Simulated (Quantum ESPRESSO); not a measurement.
# Voltage at the next charge: Fe(100), 5 layers against an electrode

Method. Quantum ESPRESSO 7.5, PBE, GBRV ultrasoft; ESM with bc3, a metal electrode 5.04 Å above the top atoms; cell area 8.237 Å²; ions fixed. V is the potential energy of an electron at the electrode over the slab's Fermi level, divided by e, so that it equals the work function at zero charge; positive charge removes electrons.

```
charge (e a cell)  V (V)
                0  3.870
           0.0124  4.788
           0.0247  5.722
```

One more run was made and is withheld. What is V at a charge of 0.0494 e, and what capacitance do the rows imply?

**Fit.** The last two rows give dV/dq = (5.722 − 4.788)/(0.0247 − 0.0124) = 75.9 V/e, so C = 1602/(8.237 × 75.9) = 2.56 µF/cm², an effective gap of 8.854/2.56 = 3.46 Å. At constant C, V = 5.722 + 75.9 × 0.0247 = 7.60 V.

**The withheld run.** V = 7.652 V; the estimate misses by −0.05 V, 2.8 % of the step. Over the three intervals C goes 2.63, 2.56 and 2.49 µF/cm²: it falls as electrons leave, the surface charge drawing back towards the atoms.

Caveats: Vacuum fills the gap; a dielectric or electrolyte would change C. The slab is thin.

[Logs are printed without paths, hosts, clocks, repeated set-up lines and the standing remarks that a program may print on its own settings, such as how far it seeks lower states.]
